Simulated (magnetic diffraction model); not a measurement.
## NdBe2V2 below its ordering temperature

Space group Fmmm (no. 69), a = 5.3960 Å, b = 5.4850 Å, c = 9.8800 Å.

| site | atom | x | y | z |
| --- | --- | --- | --- | --- |
| 4a | Nd | 0 | 0 | 0 |
| 8f | V | 3/4 | 3/4 | 1/4 |
| 8i | Be | 0 | 0 | 0.3865 |

This is a made-up structure (elements placed in a structure type, unrelaxed), so the numbers test the method and describe no known phase.

Only Nd is taken to order (form factors of Nd3+); orders and moment sizes are assumed, and not adapted to the symmetry. Radiation: neutrons of λ = 1.909 Å, 3° to 70°; isotropic B of 0.29 Å² (Nd), 0.32 Å² (V) and 0.49 Å² (Be). Simulated constant-wavelength pattern: nuclear and magnetic terms add, the magnetic one as |2.695 fm × Σ f S⊥ exp(2πi Q·r) exp(−B s²)|², summed over all Q at one angle with the factor 1/(sin²θ cos θ). For collinear order S is the moment m, which repeats by lattice and centring translations R with the sign exp(−2πi k·R). Free-ion form factors, Sears's scattering lengths of 1992, no absorption; a label names one of the reflections at its angle. The strongest nuclear line in the range is 100, and lines under 0.2 are left out.

Above the ordering temperature:

```csv
2θ (°),index,I
22.28,(0 0 2),41.7
30.89,(1 1 1),12.7
40.73,(0 2 0),66.4
41.44,(2 0 0),64.4
44.86,(1 1 3),100.0
45.47,(0 0 4),5.9
46.92,(0 2 2),15.1
47.55,(2 0 2),14.7
59.51,(2 2 0),60.0
62.67,(0 2 4),4.4
63.19,(2 0 4),4.3
64.36,(2 2 2),24.3
65.78,(1 1 5),97.1
68.06,(1 3 1),3.0
69.05,(3 1 1),2.9
```

Below it (cell unchanged):

```csv
2θ (°),I
22.28,46.5
30.89,47.0
40.73,72.4
41.44,68.8
44.86,109.8
45.47,7.0
46.92,22.3
47.55,20.3
59.51,64.7
62.67,7.0
63.19,6.5
64.36,31.3
65.78,100.2
68.06,10.4
69.05,8.7
```

**Question.** Find the propagation vector, then choose among these models:
A. collinear moments along [010], 2.9 μB on Nd
B. collinear moments along [101], 2.9 μB on Nd
C. collinear moments along [001], 2.9 μB on Nd

No line moves, and magnetic intensity falls on nuclear lines such as the one at 30.89°, so the magnetic cell equals the chemical primitive cell: k = 0.

Magnetic intensity, observed (below minus above) and for each model:

| 2θ (°) | index | observed | A | B | C |
| --- | --- | --- | --- | --- | --- |
| 22.28 | (0 0 2) | 4.9 | 21.1 | 4.9 | <0.2 |
| 30.89 | (1 1 1) | 34.3 | 24.7 | 34.3 | 37.4 |
| 40.73 | (0 2 0) | 6.0 | <0.2 | 6.0 | 6.0 |
| 44.86 | (1 1 3) | 9.8 | 15.4 | 9.8 | 8.2 |
| 45.47 | (0 0 4) | 1.1 | 4.7 | 1.1 | <0.2 |
| 46.92 | (0 2 2) | 7.2 | 2.1 | 7.2 | 6.7 |
| 65.78 | (1 1 5) | 3.1 | 7.5 | 3.1 | 1.8 |
| 68.06 | (1 3 1) | 7.4 | 1.0 | 7.4 | 7.5 |

Model B matches.

The structure used: k = (0 0 0), collinear moments along [101], 2.9 μB on Nd.

[Logs are printed without paths, hosts, clocks, repeated set-up lines and the standing remarks that a program may print on its own settings, such as how far it seeks lower states.]
